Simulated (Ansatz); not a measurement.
# Phonons of Zn-Nb-Zn stack of (111) layers, part 2 of 3

The plan: relax Zn-Nb-Zn stack of (111) layers, check its phonons, and, if the lattice is stable, compute its Eliashberg function and ρ(T).

Ansatz 0.2.0; DFT PBEsol, scalar-relativistic, plane waves, PAW; PAW set soft_1.

So far: The starting structure; Relaxation.

## 3. Tight relaxation

No force is left; the cell is relaxed once more with another smearing and tight thresholds.

The input, input.yaml:

```yaml
crystal:
  lattice:
    - [2.6456872645, -2.5978e-06, 0.0]
    - [-1.3228413825, 2.2912336804, 0.0]
    - [0.0, 0.0, 33.4018855134]
  atoms:
    - { symbol: Zn, position: [0.0, 0.0, 0.1606488268] }
    - { symbol: Nb, position: [0.3333333333, 0.6666666667, 0.2365276654] }
    - { symbol: Zn, position: [0.6666666667, 0.3333333333, 0.312406504] }
  periodic: [true, true, false]
kpoints:
  mp_grid: { grid: [12, 12, 1] }
hamiltonian:
  xc: pbesol
  pseudopotentials: { kind: paw, azcp: { folder: soft_1 }, xc_functional: pbe }
scf:
  occupations: { method: methfessel_paxton, width: 0.2 }
output:
  forces: true
  stress: true
  eigenvalues: true
  write_density: true
  write_potential: true
  elf: true
  volumetric_format: npy
relax:
  adjacent_minimum: "off"
  f_tol: 0.001
  max_steps: 60
  cell: { stress_2d_tol: 0.002 }
```

On the command line:

```console
$ ansatz run input.yaml --threads 8 --pin off --max-ram 20480MiB --backend cpu --events-out ev --progress --plain --runs-dir out
```

Numbers of over 12 decimals in the logs are rounded to 6 here.

The program printed:

```text
[the first part of the log is left out]
  E_paw        = -6742.948990  (= ΣΔE_a)
  E_vpaw       = -952.324122  (= ΣTr[D̂ρ^β])
  E_aug_tail   = -0.000465  (compensation charges beyond the density's cutoff)
  E_ewald      = 57371.910938
  E_core_change = 1.783421  (= ΣΔE_core)
  E_smearing   = 0.002131  (= −TS)
  E_closure    = -0.000000  (closes the sum)
  Σ components = -11056.106352   (vs F -11056.106352, Δ=0.00e0)
[...]
--- 2D stress c σ (N/m, compression-positive) ---
       -0.000701       0.000000      -0.000000
        0.000000      -0.000701      -0.000000
       -0.000000      -0.000000      -0.000000
  P = ½ c Tr σ = -0.0007 N/m
--- Band table (eV; the first three rows and the last of 19) ---
[...]
--- Relaxed structure (3 steps of the walk, 2 accepted, 1 SCFs on fresh bases) ---
[...]
cell:  # Å, volume = 202.4499 Å³
    - [2.645501, -2.5976111854361374e-6, 0]
    - [-1.322748, 2.291073, 0]
    - [0, 0, 33.4018855134]
  atoms:
    - { symbol: Zn, position: [0, 0, 0.160627] }
    - { symbol: Nb, position: [0.333333, 0.666667, 0.236528] }
    - { symbol: Zn, position: [0.666667, 0.333333, 0.312428] }
```

It took 6.3 s on 8 threads of Arm Neoverse V1, shared host; peak memory 0.69 GiB; 41 s of CPU time.

Little changed from the start: no atom moved by 0.005 Å and no cell edge by 0.1 %.

Electrostatic potential energy in the ca plane at fractional y = 0.333, with atoms of Zn within 0.2 Å of it. With pseudopotentials it is smooth inside the atoms' cores, unlike the true potential.

Ten even steps from '0' (-43 eV) to '9' (0 eV), each cell a mean:
```
99999999999998778998766788841037999999999999
99999999999999889999877888710005899999999999
99999999999999999999888888600004899999999999
99999999999999889998877888710005999999999999
99999999999998778898754688862248999999999999
99999999999987446887522478987789999999999999
99999999999986336887411378988889999999999999
99999999999997547887532578887689999999999999
```
Columns run along c (16.0 Å, from fractional 0.00 to 0.48 of the cell; values clipped at the 3rd and 97th percentile), rows up along a (2.6 Å). Atoms in or near the plane, at fractional coordinates: Zn at (0.31, 0.67).

Valence density in the ca plane at fractional y = 0.333, with atoms of Zn within 0.2 Å of it. It is the smooth field of the valence electrons, not physical close to the nuclei.

Values in e/Å³, 5 rows by 16 columns, each cell a mean:
```
 0  0  0  0  0  0  0  0  0  0  4  0  0  0  0  0
 0  0  0  0  0  0  0  0  0  0 18  1  0  0  0  0
 0  0  0  0  0  0  0  0  0  0  4  0  0  0  0  0
 0  0  0  0  0  1  0  1  1  0  0  0  0  0  0  0
 0  0  0  0  0  1  0  1  1  0  0  0  0  0  0  0
```
Columns run along c (16.0 Å, from fractional 0.00 to 0.48 of the cell), rows up along a (2.6 Å). Atoms in or near the plane, at fractional coordinates: Zn at (0.31, 0.67).

ELF in the ca plane at fractional y = 0.333, with atoms of Zn within 0.2 Å of it. It is the smooth field of the valence electrons, not physical close to the nuclei.

Ten even steps from '0' (0.00) to '9' (0.59), each cell a mean:
```
00000000123554433454444445421123442100000000
00000000123566554555555566310012332100000000
00000000123566655556666676310002332100000000
00000000123566544555554565310012332100000000
00000000123554333443456434432223442100000000
00000000123443223443588633443345542100000000
00000000124433223443599733555556542100000000
00000000123443323443478534433334542100000000
```
Columns run along c (16.0 Å, from fractional 0.00 to 0.48 of the cell), rows up along a (2.6 Å). Atoms in or near the plane, at fractional coordinates: Zn at (0.31, 0.67).

## 4. Phonons: q 2×2×1, k 8×8×1

Before any scattering is computed, the phonons show whether the structure is a minimum.

The input, input.yaml:

```yaml
crystal:
  lattice:
    - [2.6455013158, -2.5976e-06, 0.0]
    - [-1.3227484083, 2.2910726441, 0.0]
    - [0.0, 0.0, 33.4018855134]
  atoms:
    - { symbol: Zn, position: [0.0, 0.0, 0.16062744] }
    - { symbol: Nb, position: [0.3333333333, 0.6666666667, 0.2365276654] }
    - { symbol: Zn, position: [0.6666666667, 0.3333333333, 0.3124278908] }
  periodic: [true, true, false]
kpoints:
  mp_grid: { grid: [8, 8, 1] }
hamiltonian:
  xc: pbesol
  pseudopotentials: { kind: paw, azcp: { folder: soft_1 }, xc_functional: pbe }
scf:
  occupations: { method: methfessel_paxton, width: 0.2 }
output:
  eigenvalues: true
phonons:
  method: dfpt
  qmesh: [2, 2, 1]
  temperatures: { t_max: 1000, t_step: 50 }
  qpath:
    path:
      - [0.0, 0.0, 0.0]
      - [0.5, 0.0, 0.0]
      - [0.33333333, 0.33333333, 0.0]
      - [0.0, 0.0, 0.0]
    npoints: 10
```

The program printed:

```text
Warning: crystal.symmetry: narrowed to the stabiliser of the run's FFT grids — unitary ops 12 → 6. A phonons.method: dfpt run fills in the rows of the dynamical matrix that it does not solve by its symmetry operations, which is exact only for operations that map its FFT grids onto themselves: filled in by any other, the frequencies could depend on the order in which like atoms are typed, or, by more than the grids' own error, on where the crystal sits among the grids' points. Excluded: 6 operations. The run can therefore solve more perturbations, solve them on more k-points, or both, and cost more. [rest of the remark cut]
[...]
Crystal: 3 atoms, lattice volume = 202.450 Å³
Basis set: ecut = 420 eV, 4029 PW (Γ), exchange–correlation on 36×36×450 points (8 copies of the dense FFT grid, shifted against one another)
Bands: 23, of which v1, the nominal top of the filled ones, is band 19 counted from 1 (18 counted from 0)
Symmetry: 12 space group operations
k-points: 10 of 64 (irreducible under 6 space group operations, time reversal used)
[...]
SCF iter   1: F=—  HF=-11057.604878 eV  |F-HF|=—  |Δ(HF+E_count)|=         —  Δρ=4.37e-2  dr2=1.54e1  ethr=3.10e-3  ⟨swp⟩=17.5  Hψ=2453  notcnv=0
[...]
SCF iter  13: F=-11056.008898 eV  HF=-11056.008898 eV  |F-HF|=1.40e-9  |Δ(HF+E_count)|=   1.23e-9  S|Δr|=    0.00e0  Δρ=3.91e-8  dr2=1.52e-12  ethr=1.00e-12  ⟨swp⟩=15.9  Hψ=2144  notcnv=0
SCF 1 converged in 13 iterations: F = -11056.008898 eV  dr2 = 1.52e-12
[...]
phonons: the bands overlap, so this run is a metal and interpolates without the dipole-dipole term. If the crystal is really an insulator or semiconductor, its LO-TO splitting is missing
NSCF: frozen V_eff on 10 k-points
[...]
DFPT response loops at q = (0, 0, 0) (fractional): preconditioner auto → none (partly filled bands, converged f_vac=0.724); β = 0.50; Broyden in place of MSR1
[...]
SCF converged after 13 iterations
Stability not checked: this state was not tested for a lower state beside it, because cold or Methfessel-Paxton smearing, or corrected tetrahedra, fill the levels in a way that the test cannot read (fill_not_monotonic; see scf.lower_state_search)
Free energy (F): -11056.008898 eV
[...]
Internal energy: -11056.002126 eV  (E = F + TS)
E sigma→0 (E₀):  -11056.007205 eV
Entropy (-TS):   -0.006772 eV (-2.257 meV/atom)
Fermi energy:    -5.143749 eV
[...]
--- Band table (eV; the first three rows and the last of 10) ---
  k-point 0: bands = [... 15 lower, -11.7255, -9.4425, -7.0345, -6.0985, -4.8903, -4.8903, -0.8419, -0.8339]
  k-point 1: bands = [... 15 lower, -11.6404, -8.7285, -6.5534, -5.9570, -5.5177, -4.1823, -1.8128, -1.1029]
  k-point 2: bands = [... 15 lower, -10.9837, -8.1623, -6.1320, -5.5029, -4.9397, -2.2109, -1.9977, -1.6919]
  k-point 9: bands = [... 15 lower, -6.8467, -6.0333, -5.1541, -5.0579, -3.3618, -2.3318, -2.0936, -1.2030]
--- Phonons (Γ-DFPT): 6 representative perturbations + reference (Σ response iterations 31) ---
  ASR residual: 3.758e-5 → 0.000e0 eV/Å²; symmetrization residual: 3.398e-5 eV/Å²
  The last average, over the group as it would stand without the narrowing to the FFT grids, took up to 3.272e-6 eV/Å² of the zone centre's force constants
  ASR residual per site (eV/Å²): 1.44e-5 3.76e-5 8.34e-6
  Γ frequencies (cm⁻¹): 0.00 0.00 0.00 53.73 53.73 84.79 84.79 105.02 141.34
--- Phonons (arbitrary-q DFPT): 2 irreducible q on the 2×2×1 mesh ---
  q = [0.0000, 0.0000, 0.0000] (star 1, of the zone-centre solve; hermiticity 8.52e-6, symmetrization 4.26e-6, taken by the last average 8.20e-7): -0.00 -0.00 0.00 53.73 53.73 84.79 84.79 105.02 141.34
  q = [0.0000, -0.5000, 0.0000] (star 3, 9 solved perturbations in 267 linear systems a pass and spin channel, the states on 34 of 64 k-point pairs; hermiticity 1.78e-6, symmetrization 8.88e-7, taken by the last average 3.83e-7): -184.75 -162.66 48.69 100.34 117.76 117.87 128.30 184.74 192.87
  sum rule: each row above includes the acoustic sum rule's correction from the zone centre's row sums; it moved no ω² by more than (0.33 cm⁻¹)²
  mesh force constants: q→R imaginary residual 1.91e-17; ASR residual 3.758e-5 → 0.000e0 eV/Å²; symmetrization residual 6.217e-15 eV/Å²
  interpolated dispersion: 31 rows × 9 modes
  density of states and harmonic sums: on the 28×28×1 q-mesh, interpolated from the force constants of a 2×2×1 supercell (no non-analytic term)
  largest difference from the sums on the solved wave vectors: F 1.97e-2 eV, S 2.54e-5 and C_V 1.09e-5 eV/K
  zero-point energy: 0.049192 eV/cell   skipped modes (ω ≤ 0): 185, of them read as no rigid motion or as one in doubt: 182 (2.311e0 modes/cell left out, lowest -184.75 cm⁻¹)   left out of the sums: 2.57e-1 of the cell's modes: C_V's classical limit lies that fraction below 3 k_B per atom; for a crystal, a wire or a layer, F and S can be off by more, and a phonons.interpolated_qmesh denser along its periods is the remedy for the sampling
```

Wall time 47 s (8 threads); peak memory 1.1 GiB.

Numbers from this step:

* share of imaginary modes in the plain interpolation between solved wavevectors: 0.2555
* highest frequency, solved or plainly interpolated: 192.9 cm⁻¹

Solved on the 2×2×1 mesh alone; all other wavevectors are interpolated. Phonon branches along the path, in cm⁻¹:

| point | branch 1 | branch 2 | branch 3 | branch 4 | branch 5 | branch 6 | branch 7 | branch 8 | branch 9 |
| --- | --- | --- | --- | --- | --- | --- | --- | --- | --- |
| Γ | 0 | 0 | 0 | 54 | 54 | 85 | 85 | 105 | 141 |
| halfway | -124 | -103 | 55 | 92 | 93 | 105 | 118 | 138 | 146 |
| M | -185 | -163 | 49 | 100 | 118 | 118 | 128 | 185 | 193 |
| halfway | -169 | -169 | -47 | 101 | 114 | 136 | 138 | 179 | 186 |
| K | -175 | -125 | -125 | 103 | 103 | 162 | 165 | 165 | 171 |
| halfway | -134 | -117 | 35 | 103 | 103 | 108 | 119 | 146 | 153 |
| Γ | 0 | 0 | 0 | 54 | 54 | 85 | 85 | 105 | 141 |

The phonon branches as a text plot (rows in cm⁻¹):

```
    185 |               **************       **
    169 |             ****          ****************
    154 |           **               ****  ****   ****
    138 |*****  ****              ***        *****    ***  ******
    122 |     *********************               *********
    106 |********************************************************
     91 |***********                                  ***  ******
     75 | ********                                       *******
     59 |***************                                     ****
     43 |   **          ********                      *******
     28 | **                    **                  **       ***
     12 |
     -4 |*                                                      *
    -20 | **                      *               **         ***
    -35 |   **
    -51 |                          *           ***         **
    -67 |     **                    *                    **
    -83 |       **                   *       **          **
    -98 |       ****                  **   **         ***
   -114 |                               *           *****
   -130 |         ****                  ***       ****
   -145 |           ******            **   *********
   -161 |             **  ************       *****
   -177 |               *********** *********
         Γ                   M           K                      Γ
```

Lowest modes at the softest wavevector of the mesh. Modes at q = (0.000, 0.500, 0.000), with each element's share of the kinetic energy (negative means imaginary):

| mode | frequency (cm⁻¹) | Zn % | Nb % |
| --- | --- | --- | --- |
| 1 | -184.8 | 0 | 100 |
| 2 | -162.7 | 3 | 97 |
| 3 | 48.7 | 50 | 50 |
| 4 | 100.3 | 100 | 0 |
| 5 | 117.8 | 100 | 0 |
| 6 | 117.9 | 100 | 0 |

Displacements in mode 1 (-184.8 cm⁻¹), the largest set to 1, in the home cell:
```
Zn1  0.05  0.00  0.00
Nb2 -1.00  0.00  0.00
Zn3 -0.05  0.00  0.00
```

Displacements in mode 4 (100.3 cm⁻¹), the largest set to 1, in the home cell:
```
Zn1  0.00 -0.03  1.00
Nb2  0.00  0.00  0.00
Zn3  0.00 -0.03  1.00
```

Among the solved wavevectors the lowest mode, translations apart, is -185 cm⁻¹, imaginary.

[end of part 2 of 3]

[Logs are printed without paths, hosts, clocks, repeated set-up lines and the standing remarks that a program may print on its own settings, such as how far it seeks lower states.]

[Hosts, paths, dates, database ids (printed as entryN), source tags and the programs' standing remarks are cut or masked in the printed files.]
